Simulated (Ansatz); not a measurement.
# GaP (F-43m): a volume series of phonon spectra, part 2 of 4

Which modes of GaP drive its thermal expansion?

Measurements to reproduce:
- volume expansion coefficient 15.9 1e-6/K, heat capacity C_P per formula unit 44.2 J/mol/K and bulk modulus 88.7 GPa near room temperature (given in “High-Throughput Prediction of Finite-Temperature Properties using the Quasi-Harmonic Approximation”, 2016, arXiv:1603.06924)

Ansatz 0.2.0; DFT LDA, scalar-relativistic, plane waves, PAW.

So far, gap on the k-mesh (eV): step 2 (a first coarse run) 1.49; step 3 (relaxing cell and atoms, k-mesh 8×8×8, smearing width 0.02 eV) 1.43.

**5. Lattice dynamics at this volume, V/V0 1**

Phonons at this volume give one point of F(V, T); meshes stay fixed along the series.

File input.yaml:

```yaml
crystal:
  lattice:
    - [0.0, 2.6956500719, 2.6956500719]
    - [2.6956500719, 0.0, 2.6956500719]
    - [2.6956500719, 2.6956500719, 0.0]
  atoms:
    - { symbol: Ga, position: [0.0, 0.0, 0.0] }
    - { symbol: P, position: [0.25, 0.25, 0.25] }
kpoints:
  mp_grid: { grid: [8, 8, 8] }
hamiltonian:
  xc: lda
scf:
  occupations: { method: fixed }
output:
  eigenvalues: true
phonons:
  method: dfpt
  dielectric: true
  rigid_motions: translations
  qmesh: [4, 4, 4]
  temperatures: { t_max: 1000, t_step: 50 }
  qpath:
    path:
      - [[0.0, 0.0, 0.0], [-0.5, -0.5, 0.0], [-0.375, -0.375, 0.25]]
      - [[-0.375, 0.0, 0.375], [0.0, 0.0, 0.0], [0.0, 0.0, 0.5], [-0.5, -0.25, 0.25], [-0.5, -0.5, 0.0]]
    npoints: 10
```

Command:

```sh
$ ansatz run input.yaml --threads 4 --pin off --max-ram 16384MiB --backend cpu --events-out ev --progress --plain --runs-dir out
```

Numbers of over 12 decimals in the logs are rounded to 6 here.

What it wrote:

```text
Warning: phonons: the dynamical matrix that this run interpolates holds no multipole term above the dipole-dipole one, and a site of this crystal is no centre of inversion, so its interpolated transverse optical and acoustic branches and sound speeds can stay off near Gamma, and the density of states and the thermodynamics with them. What a run solves at a wave vector of phonons.qpoints, Gamma apart, where the deck admits one, is free of this, and under fd what a larger phonons.supercell samples
[...]
Crystal: 2 atoms, lattice volume = 39.176 Å³
Basis set: ecut = 420 eV, 749 PW (Γ), exchange–correlation on 54×54×54 points (8 copies of the dense FFT grid, shifted against one another)
Bands: 13, of which v1, the nominal top of the filled ones, is band 9 counted from 1 (8 counted from 0)
Symmetry: 24 space group operations
k-points: 95 of 512 (irreducible under 4 space group operations, time reversal used)
[...]
SCF iter   1: F=—  HF=-4433.771526 eV  |F-HF|=—  |Δ(HF+E_count)|=         —  Δρ=6.37e-3  dr2=1.58e-2  ethr=1.77e-3  ⟨swp⟩=5.0  Hψ=6538  notcnv=0  defer=170
[...]
SCF iter   7: F=-4433.765545 eV  HF=-4433.765545 eV  |F-HF|=5.28e-11  |Δ(HF+E_count)|=   1.54e-9  Δρ=3.71e-7  dr2=6.51e-11  ethr=1.00e-12  ⟨swp⟩=11.7  Hψ=10757  notcnv=0
SCF 1 converged in 7 iterations: F = -4433.765545 eV  dr2 = 6.51e-11
[...]
DFPT response loops at Γ: preconditioner auto → none (the input reference at scf.mixing.eps_inf says where Resta's filter doesn't serve); β = 0.50; Broyden in place of MSR1
── the response to a field inside a basis, on 10×10×10 k-points: an SCF that follows is theirs, and a resumed run solves both again ──
Bands: 10, of which v1, the nominal top of the filled ones, is band 9 counted from 1 (8 counted from 0)
k-points: 110
[...]
Eigensolver: Dense (110 Hₖ)
SCF iter   1: F=—  HF=-4433.767503 eV  |F-HF|=—  |Δ(HF+E_count)|=         —  Δρ=1.70e-4  dr2=8.06e-6  ethr=1.00e-1
[...]
SCF iter   4: F=-4433.767501 eV  HF=-4433.767501 eV  |F-HF|=1.52e-8  |Δ(HF+E_count)|=   1.75e-8  Δρ=4.90e-6  dr2=8.27e-9  ethr=3.31e-10
SCF 1 converged in 4 iterations: F = -4433.767501 eV  dr2 = 8.27e-9
[...]
WARN: field response: ε∞ stands inside a basis, on 10×10×10 points; the force constants stand on the 8×8×8 k-mesh, whose period is 10.77 times the interband length at k = (0.0000, 0.0000, 0.0000), direct gap 1.881 eV, under 14: take them and everything formed from them as unconverged, and compare with a denser kpoints.mp_grid
NSCF: frozen V_eff on 29 k-points
[...]
DFPT response loops at q = (0, 0, -0.5) (fractional): preconditioner auto → Resta (q_TF=auto, 2.397 Å⁻¹)  ε∞=6.5 (no band partly filled); β = 1.00, the filter's whole step (`scf.mixing.beta` (0.50) is not read by the response loops at its default; to damp them type it under 1.00, their step now; it binds the ground state too); Broyden in place of MSR1
[...]
SCF converged after 7 iterations
Free energy (F): -4433.765545 eV
[...]
Internal energy: -4433.765545 eV  (E = F + TS)
E sigma→0 (E₀):  -4433.765545 eV
Fermi energy:    7.261658 eV
[...]
--- Band table (eV; the first three rows and the last of 95) ---
  k-point 0: bands = [... 5 lower, -5.5087, 7.2617, 7.2617, 7.2617, 9.1426, 11.0386, 11.0386, 11.0386]
  k-point 1: bands = [... 5 lower, -5.2976, 5.5793, 7.0151, 7.0151, 9.7185, 11.4059, 11.4059, 11.6762]
  k-point 2: bands = [... 5 lower, -4.6974, 3.2512, 6.5579, 6.5579, 9.3632, 11.9249, 11.9249, 13.6086]
  k-point 94: bands = [... 5 lower, -2.2470, 0.4738, 3.4835, 3.6265, 11.8601, 12.1656, 13.2567, 13.3183]
--- Phonons (Γ-DFPT): 2 representative perturbations + reference, on 95 of 512 k-points (Σ response iterations 6) ---
  k mesh reduced under 4 symmetry operations, with k and −k counted as one. Each operation leaves every solved perturbation unchanged. A smaller set is not considered because the run solves the response to a homogeneous field
  ASR residual: 4.225e-4 → 0.000e0 eV/Å²; symmetrization residual: 3.463e-6 eV/Å²
  ASR residual per site (eV/Å²): 4.64e-5 4.23e-4
  Γ frequencies (cm⁻¹): 0.00 0.00 0.00 364.86 364.86 364.86
  ε∞ (high-frequency dielectric tensor):
       10.643764    -0.000000    -0.000000
       -0.000000    10.643764     0.000000
       -0.000000     0.000000    10.643764
  ε⁰ (static dielectric tensor: ions relaxed, cell fixed):
       12.488777    -0.000000    -0.000000
       -0.000000    12.488777     0.000000
       -0.000000     0.000000    12.488777
  ε⁰ − ε∞ (ionic part):
        1.845012    -0.000000    -0.000000
       -0.000000     1.845012     0.000000
       -0.000000     0.000000     1.845012
  softest optical mode at Γ: 364.86 cm⁻¹; the repairs (sum rule, projections) moved no ω² at Γ by more than (1.97 cm⁻¹)²
  Born effective charges Z* (e; rows j = field, columns β = displacement):
    site 0:
         2.04790   -0.00000   -0.00000
        -0.00000    2.04790    0.00000
        -0.00000    0.00000    2.04790
    site 1:
        -2.04790    0.00000    0.00000
         0.00000   -2.04790   -0.00000
         0.00000   -0.00000   -2.04790
  Z* charge neutrality: 4.881e-5 e pre-enforcement
  solved inside a basis spanned on kpoints, on 10×10×10 k-points transformed towards the longest dipole: ε∞ is read to err by 2.9e-2, Z* by 1.4e-2 e (field_mesh: kpoints solves on kpoints); Z* is corrected for what the basis lacks
  optical modes at Γ without the LO–TO term, one row a degenerate level:
      ω (cm⁻¹)  modes    IR ((D/Å)²/amu)
        364.86      3            13.5346
  optical modes at Γ + LO–TO along q̂ = [1.0000, 0.0000, 0.0000]:
      ω (cm⁻¹)  modes    IR ((D/Å)²/amu)
        364.86      2             9.0230
        395.22      1             4.5115
  optical modes at Γ + LO–TO along q̂ = [0.0000, 1.0000, 0.0000]:
      ω (cm⁻¹)  modes    IR ((D/Å)²/amu)
        364.86      2             9.0230
        395.22      1             4.5115
  optical modes at Γ + LO–TO along q̂ = [0.0000, 0.0000, 1.0000]:
      ω (cm⁻¹)  modes    IR ((D/Å)²/amu)
        364.86      2             9.0230
        395.22      1             4.5115
--- Phonons (arbitrary-q DFPT): 8 irreducible q on the 4×4×4 mesh ---
  q = [0.0000, 0.0000, 0.0000] (star 1, of the zone-centre solve; hermiticity 6.60e-7, symmetrization 2.89e-14): 0.00 0.00 0.00 364.86 364.86 364.86
  q = [0.0000, 0.0000, 0.2500] (star 8, 2 solved perturbations on 288 of 512 k-point pairs; hermiticity 2.62e-7, symmetrization 3.30e-13): 66.38 66.38 161.44 362.39 362.39 385.41
[...]
q = [0.0000, 0.2500, 0.2500] (star 6, 4 solved perturbations in 528 linear systems a pass and spin channel, the states on 164 of 512 k-point pairs; hermiticity 2.41e-7, symmetrization 4.16e-13): 89.05 89.05 166.56 360.39 360.39 387.15
[...]
sum rule: each row above includes the acoustic sum rule's correction from the zone centre's row sums; it moved no ω² by more than (1.93 cm⁻¹)²
  mesh force constants: q→R imaginary residual 1.82e-18; ASR residual 4.225e-4 → 0.000e0 eV/Å²; symmetrization residual 5.329e-15 eV/Å²
  interpolated dispersion: 63 rows × 6 modes
  density of states and harmonic sums: on the 20×20×20 q-mesh, interpolated from the force constants of a 4×4×4 supercell (with the dipole–dipole term)
  largest difference from the sums on the solved wave vectors: F 9.85e-3 eV, S 1.39e-5 and C_V 4.00e-6 eV/K
  zero-point energy: 0.093241 eV/cell   skipped modes (ω ≤ 0): 3   left out of the sums: 6.25e-5 of the cell's modes: C_V's classical limit lies that fraction below 3 k_B per atom; for a crystal, a wire or a layer, F and S can be off by more, and a phonons.interpolated_qmesh denser along its periods is the remedy for the sampling
```

Run time: 46 s. Hardware: 4 threads of Intel Xeon Platinum 8488C (Sapphire Rapids), shared host; peak memory 0.99 GiB.

Numbers from this step:

| Item | Value |
| --- | --- |
| Γ frequencies | 0, 0, 0, 364.9, 364.9, 364.9 cm⁻¹ (negative: imaginary) |
| lowest frequency on the path | 0 cm⁻¹ |
| zero-point energy | 0.09324 eV/cell |
| point group | -43m |
| highest frequency | 396.2 cm⁻¹ |
| Debye temperature from the second moment | 517 K |

LO-TO term included. The phonon branches at the labelled points (cm⁻¹):

| point | branch 1 | branch 2 | branch 3 | branch 4 | branch 5 | branch 6 |
| --- | --- | --- | --- | --- | --- | --- |
| Γ | 0 | 0 | 0 | 365 | 365 | 395 |
| halfway | 89 | 89 | 167 | 360 | 360 | 387 |
| X | 102 | 102 | 251 | 362 | 362 | 367 |
| halfway | 103 | 115 | 243 | 348 | 361 | 381 |
| U | 106 | 134 | 227 | 336 | 360 | 393 |
| jump to K | 106 | 134 | 227 | 336 | 360 | 393 |
| halfway | 78 | 112 | 166 | 359 | 361 | 385 |
| Γ | 0 | 0 | 0 | 365 | 365 | 395 |
| halfway | 66 | 66 | 161 | 362 | 362 | 385 |
| L | 79 | 79 | 233 | 363 | 363 | 371 |
| halfway | 103 | 126 | 215 | 340 | 361 | 391 |
| W | 124 | 143 | 216 | 328 | 364 | 393 |
| halfway | 112 | 120 | 236 | 340 | 363 | 385 |
| X | 102 | 102 | 251 | 362 | 362 | 367 |

The phonon branches as a text plot (rows in cm⁻¹):

```
    388 |********      ***********************      ***********
    371 |***     ******          **********   ******     ***** **
    355 |   **********************         **************     ***
    338 |               *******                      ****   ***
    322 |                                                ***
    305 |
    289 |
    272 |
    256 |            **                                        **
    239 |         ***  **                        **           *
    223 |        *       ***                   **  ****  *****
    206 |                   *                 *        **
    190 |       *            ***             *
    173 |      *                *
    157 |                                   *
    140 |    **           *****  *         *           ******
    124 |               **     *                     ** ******
    107 |   *    ************   * **      *         * **      ***
     91 |      **            *** *                ****
     74 |  * **                 * ***    *  *******
     58 |   *                    ****      *
     41 | **                        **  * *
     25 | *                          *   *
      8 |*                            ***
         Γ           X  U|K            Γ         L        W     X
```

Tetrahedra on 20 20 20, mean over bins of 5 cm⁻¹. Phonon density of states against wavenumber; read off at these points:

wavenumber (cm⁻¹), phonon density of states (1/cm⁻¹/cell) and a bar:
```
        2      0.000 
       18      0.000 
       28      0.001 
       42      0.002 
       58      0.004 #
       72      0.009 #
       82      0.024 ###
       98      0.033 #####
      102      0.049 #######
      112      0.033 #####
      128      0.024 ###
      138      0.022 ###
      152      0.002 
      168      0.004 #
      178      0.005 #
      192      0.008 #
      208      0.018 ##
      212      0.033 #####
      222      0.016 ##
      232      0.006 #
      248      0.001 
      262      0.000 
      272      0.000 
      288      0.000 
      302      0.000 
      318      0.000 
      328      0.001 
      342      0.029 ####
      358      0.053 #######
      362      0.216 ##############################
      372      0.003 
      382      0.052 #######
      388      0.070 ##########
      398      0.003
```

Harmonic. Thermo, by row:

| T (K) | F_vib (meV/atom) | S (J/mol-atom/K) | C_V (J/mol-atom/K) |
| --- | --- | --- | --- |
| 0 | 46.62 | 0 | 0 |
| 50 | 46.31 | 2.158 | 4.771 |
| 100 | 43.86 | 7.429 | 10.91 |
| 150 | 38.6 | 12.8 | 15.61 |
| 200 | 30.67 | 17.74 | 18.64 |
| 250 | 20.31 | 22.12 | 20.51 |
| 300 | 7.83 | 25.97 | 21.69 |
| 350 | -6.53 | 29.38 | 22.47 |
| 400 | -22.55 | 32.42 | 23.01 |
| 450 | -40.07 | 35.15 | 23.39 |
| 500 | -58.94 | 37.63 | 23.67 |
| 550 | -79.04 | 39.9 | 23.88 |
| 600 | -100.3 | 41.98 | 24.05 |
| 650 | -122.5 | 43.91 | 24.17 |
| 700 | -145.8 | 45.71 | 24.28 |
| 750 | -169.9 | 47.38 | 24.36 |
| 800 | -194.8 | 48.96 | 24.43 |
| 850 | -220.6 | 50.44 | 24.49 |
| 900 | -247.1 | 51.84 | 24.54 |
| 950 | -274.3 | 53.17 | 24.58 |
| 1000 | -302.2 | 54.43 | 24.61 |

The modes has structure finer than the step of the table below, so its rows give means over 20 cm⁻¹, whole bins alone (the curve runs from -10 to 418 cm⁻¹). Peaks (cm⁻¹: height): Ga 105.8: 0.0353, 213.5: 0.0297, 361.6: 0.0368, 385.8: 0.0112; P 361.6: 0.118, 385.8: 0.0538.

Phonopy on the run's constants, 19x19x19 mesh, Gaussian sigma 3.1 cm⁻¹. Table of modes by wavenumber; means over each step; values in 1/cm⁻¹/cell:

| wavenumber (cm⁻¹) | Ga | P |
| --- | --- | --- |
| 0 | 1.7e-5 | 7.4e-6 |
| 20 | 2.3e-4 | 9.9e-5 |
| 40 | 0.00117 | 4.9e-4 |
| 60 | 0.00346 | 0.00135 |
| 80 | 0.0137 | 0.00473 |
| 100 | 0.0289 | 0.00831 |
| 120 | 0.0225 | 0.00544 |
| 140 | 0.0114 | 0.00253 |
| 160 | 0.00236 | 6.5e-4 |
| 180 | 0.00443 | 9.5e-4 |
| 200 | 0.0113 | 0.00133 |
| 220 | 0.0199 | 9.9e-4 |
| 240 | 0.00361 | 1.0e-4 |
| 260 | 1.2e-4 | 3.0e-7 |
| 280 | 0 | 0 |
| 300 | 0 | 0 |
| 320 | 2.8e-5 | 0.00125 |
| 340 | 0.00194 | 0.0226 |
| 360 | 0.0168 | 0.0573 |
| 380 | 0.00549 | 0.0279 |
| 400 | 0.00281 | 0.0141 |

Born charge (rows field, columns displacement) (e), principal values of the symmetric part by kind of site:

| atom | atoms with these values | low | middle | high | mean |
| --- | --- | --- | --- | --- | --- |
| Ga1 | 1 | 2.05 | 2.05 | 2.05 | 2.05 |
| P2 | 1 | -2.05 | -2.05 | -2.05 | -2.05 |

In full for Ga1:

```
2.05 0.00 0.00
0.00 2.05 0.00
0.00 0.00 2.05
```

ε∞:

```
10.64  0.00  0.00
 0.00 10.64  0.00
 0.00  0.00 10.64
```

No LO-TO term. The modes at Γ (shares of kinetic energy by element, %):

| mode | frequency (cm⁻¹) | symmetry | Ga % | P % |
| --- | --- | --- | --- | --- |
| 1 | 0.0 | T2 | 69 | 31 |
| 2 | 0.0 | T2 | 69 | 31 |
| 3 | 0.0 | T2 | 69 | 31 |
| 4 | 364.9 | T2 | 31 | 69 |
| 5 | 364.9 | T2 | 31 | 69 |
| 6 | 364.9 | T2 | 31 | 69 |

Displacements in mode 4 (364.9 cm⁻¹), the largest set to 1:
```
Ga1  0.21 -0.44 -0.15
P2  -0.48  1.00  0.35
```

No mode is imaginary beyond numerical noise at the solved wavevectors.

**6. A cell at another volume, V/V0 1.015**

Symmetry fixes every atom, so a single point at the scaled cell gives the energy and pressure of this member.

The cell differs from the one that the last finished run ended in (a 3.812 → 3.831 Å, b 3.812 → 3.831 Å, c 3.812 → 3.831 Å).

input.yaml, the sections that differ from step 5:

```yaml
crystal:
  lattice:
    - [0.0, 2.709061487, 2.709061487]
    - [2.709061487, 0.0, 2.709061487]
    - [2.709061487, 2.709061487, 0.0]
  atoms:
    - { symbol: Ga, position: [0.0, 0.0, 0.0] }
    - { symbol: P, position: [0.25, 0.25, 0.25] }
output:
  forces: true
  stress: true
  eigenvalues: true
# kpoints, hamiltonian, scf: as in step 5
# phonons: removed
```

What it wrote:

```text
[...]
Crystal: 2 atoms, lattice volume = 39.764 Å³
Basis set: ecut = 420 eV, 749 PW (Γ)
Bands: 13, of which v1, the nominal top of the filled ones, is band 9 counted from 1 (8 counted from 0)
Symmetry: 24 space group operations
[...]
k-points: 29 of 512 (time reversal used)
[...]
SCF iter   1: F=—  HF=-4433.769297 eV  |F-HF|=—  |Δ(HF+E_count)|=         —  Δρ=6.34e-3  dr2=1.63e-2  ethr=1.77e-3  ⟨swp⟩=5.0  Hψ=1995  notcnv=0  defer=51
[...]
SCF iter   6: F=-4433.763132 eV  HF=-4433.763132 eV  |F-HF|=4.77e-9  |Δ(HF+E_count)|=   1.06e-8  Δρ=3.77e-6  dr2=6.67e-9  ethr=5.30e-10  ⟨swp⟩=6.8  Hψ=2469  notcnv=0
SCF 1 converged in 6 iterations: F = -4433.763132 eV  dr2 = 6.67e-9
[...]
SCF converged after 6 iterations
Free energy (F): -4433.763132 eV
[...]
Internal energy: -4433.763132 eV  (E = F + TS)
E sigma→0 (E₀):  -4433.763132 eV
Fermi energy:    7.068662 eV
[...]
--- Stress (GPa, compression-positive) ---
       -1.303319       0.000000      -0.000000
        0.000000      -1.303319       0.000000
       -0.000000       0.000000      -1.303319
  P = ⅓ Tr σ = -1.3033 GPa (-13.033 kbar)
--- Band table (eV; the first three rows and the last of 29) ---
  k-point 0: bands = [... 5 lower, -5.5864, 7.0687, 7.0687, 7.0687, 8.8254, 10.8503, 10.8503, 10.8503]
  k-point 1: bands = [... 5 lower, -5.3794, 5.3890, 6.8278, 6.8278, 9.4454, 11.2107, 11.2107, 11.4466]
  k-point 2: bands = [... 5 lower, -4.7909, 3.0922, 6.3796, 6.3796, 9.1186, 11.7248, 11.7248, 13.3377]
  k-point 28: bands = [... 5 lower, -2.4014, 0.3465, 3.3626, 3.5076, 11.6629, 11.9082, 13.0665, 13.0808]
```

The job ended after 0.47 s (4 threads; peak memory 0.35 GiB).

This step gave:

* pressure: -1.303 GPa
* gap on the k-mesh: 1.461 eV
* volume per atom: 19.88 Å³

At this level the gap is 1.46 eV on the k-mesh of the self-consistent run, which can miss the band edges.

**7. Lattice dynamics at this volume, V/V0 1.015**

Phonons at this volume give one point of F(V, T); meshes stay fixed along the series.

input.yaml, the sections that differ from step 6:

```yaml
output:
  eigenvalues: true
phonons:
  method: dfpt
  dielectric: true
  rigid_motions: translations
  qmesh: [4, 4, 4]
  temperatures: { t_max: 1000, t_step: 50 }
  qpath:
    path:
      - [[0.0, 0.0, 0.0], [-0.5, -0.5, 0.0], [-0.375, -0.375, 0.25]]
      - [[-0.375, 0.0, 0.375], [0.0, 0.0, 0.0], [0.0, 0.0, 0.5], [-0.5, -0.25, 0.25], [-0.5, -0.5, 0.0]]
    npoints: 10
# crystal, kpoints, hamiltonian, scf: as in step 6
```

What it wrote:

```text
[...]
Crystal: 2 atoms, lattice volume = 39.764 Å³
Basis set: ecut = 420 eV, 749 PW (Γ), exchange–correlation on 54×54×54 points (8 copies of the dense FFT grid, shifted against one another)
Bands: 13, of which v1, the nominal top of the filled ones, is band 9 counted from 1 (8 counted from 0)
Symmetry: 24 space group operations
k-points: 95 of 512 (irreducible under 4 space group operations, time reversal used)
[...]
optical modes at Γ + LO–TO along q̂ = [0.0000, 1.0000, 0.0000]:
      ω (cm⁻¹)  modes    IR ((D/Å)²/amu)
        358.28      2             9.2385
        389.09      1             4.6192
  optical modes at Γ + LO–TO along q̂ = [0.0000, 0.0000, 1.0000]:
      ω (cm⁻¹)  modes    IR ((D/Å)²/amu)
        358.28      2             9.2385
        389.09      1             4.6192
--- Phonons (arbitrary-q DFPT): 8 irreducible q on the 4×4×4 mesh ---
[...]
interpolated dispersion: 63 rows × 6 modes
[...]
[key lines of the parts left out:]
SCF converged after 8 iterations
Free energy (F): -4433.763132 eV
Fermi energy:    7.068689 eV
```

The job ended after 48 s (4 threads; peak memory 0.99 GiB).

No mode is imaginary beyond numerical noise at the solved wavevectors. The highest zone-centre mode (no LO–TO term) moved by -1.8 % for a volume change of +1.5 %.

**8. A cell at another volume, V/V0 0.985**

Symmetry fixes every atom, so a single point at the scaled cell gives the energy and pressure of this member.

The cell differs from the one that the last finished run ended in (a 3.831 → 3.793 Å, b 3.831 → 3.793 Å, c 3.831 → 3.793 Å).

input.yaml, the sections that differ from step 7:

```yaml
crystal:
  lattice:
    - [0.0, 2.682103863, 2.682103863]
    - [2.682103863, 0.0, 2.682103863]
    - [2.682103863, 2.682103863, 0.0]
  atoms:
    - { symbol: Ga, position: [0.0, 0.0, 0.0] }
    - { symbol: P, position: [0.25, 0.25, 0.25] }
output:
  forces: true
  stress: true
  eigenvalues: true
# kpoints, hamiltonian, scf: as in step 7
# phonons: removed
```

What it wrote:

```text
[...]
Crystal: 2 atoms, lattice volume = 38.588 Å³
Basis set: ecut = 420 eV, 749 PW (Γ)
Bands: 13, of which v1, the nominal top of the filled ones, is band 9 counted from 1 (8 counted from 0)
Symmetry: 24 space group operations
[...]
k-points: 29 of 512 (time reversal used)
[...]
--- Band table (eV; the first three rows and the last of 29) ---
  k-point 0: bands = [... 5 lower, -5.4288, 7.4607, 7.4607, 7.4607, 9.4686, 11.2321, 11.2321, 11.2321]
  k-point 1: bands = [... 5 lower, -5.2133, 5.7745, 7.2083, 7.2083, 9.9976, 11.6066, 11.6066, 11.9149]
  k-point 2: bands = [... 5 lower, -4.6012, 3.4145, 6.7418, 6.7418, 9.6142, 12.1304, 12.1304, 13.8878]
  k-point 28: bands = [... 5 lower, -2.0878, 0.6050, 3.6081, 3.7488, 12.0629, 12.4293, 13.4523, 13.5617]
[key lines of the parts left out:]
SCF converged after 6 iterations
Free energy (F): -4433.763022 eV
Fermi energy:    7.460747 eV
P = ⅓ Tr σ = 1.4037 GPa (14.037 kbar)
```

Wall time 0.46 s (4 threads); peak memory 0.36 GiB; 1.2 s of CPU time.

The run ends at a pressure of 1.40 GPa.

(Continued in part 3 of 4.)

[Logs are printed without paths, hosts, clocks, repeated set-up lines and the standing remarks that a program may print on its own settings, such as how far it seeks lower states.]

[Hosts, paths, dates, database ids (printed as entryN), source tags and the programs' standing remarks are cut or masked in the printed files.]

[A step with changed settings may run another functional than the one named; its input shows which.]

[Of the runs on displaced cells, only some may be shown.]
